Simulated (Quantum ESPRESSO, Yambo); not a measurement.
Planning a run of Quantum ESPRESSO 7.5 on WS2 (Tungstenite). The input:

```
&control
  calculation = 'nscf'
  prefix = 'x'
  outdir = 'o'
  pseudo_dir = 'pseudo'
/
&system
  ibrav = 0
  nat = 6
  ntyp = 2
  ecutwfc = 62.0
  nbnd = 182
  force_symmorphic = .true.
/
&electrons
  conv_thr = 1e-9
  electron_maxstep = 80
  diago_full_acc = .true.
  diago_thr_init = 5e-6
/
ATOMIC_SPECIES
  W 183.84 W.upf
  S 32.06 S.upf
CELL_PARAMETERS angstrom
  3.0901360000 0.0000000000 0.0000000000
  -1.5450680000 2.6761362771 0.0000000000
  0.0000000000 0.0000000000 12.0765400000
ATOMIC_POSITIONS crystal
  W 0.3333333333 0.6666666667 0.2500000000
  W 0.6666666667 0.3333333333 0.7500000000
  S 0.3333333333 0.6666666667 0.6225000000
  S 0.6666666667 0.3333333333 0.1225000000
  S 0.3333333333 0.6666666667 0.8775000000
  S 0.6666666667 0.3333333333 0.3775000000
K_POINTS automatic
  6 6 2 0 0 0
```

```sh
OMP_NUM_THREADS=1 mpirun -n 4 pw.x -nk 4 -in pw.in > pw.out
```

**Question.** Estimate wall time and host memory on 4 MPI ranks of Arm Neoverse V1, shared host.

It took 48 s; on shared hardware allow 24 s to 97 s. Peak host memory was 0.59 GiB.

[Paths, hosts, dates, memory and timing lines, banners, echoed tables and standing remarks are left out of the program output.]

[Logs are printed without paths, hosts, clocks, repeated set-up lines and the standing remarks that a program may print on its own settings, such as how far it seeks lower states.]

[Runs of the session that timed out or met a known fault of the program may be left out.]

[Hosts, paths, dates, database ids (printed as entryN), source tags and the programs' standing remarks are cut or masked in the printed files.]
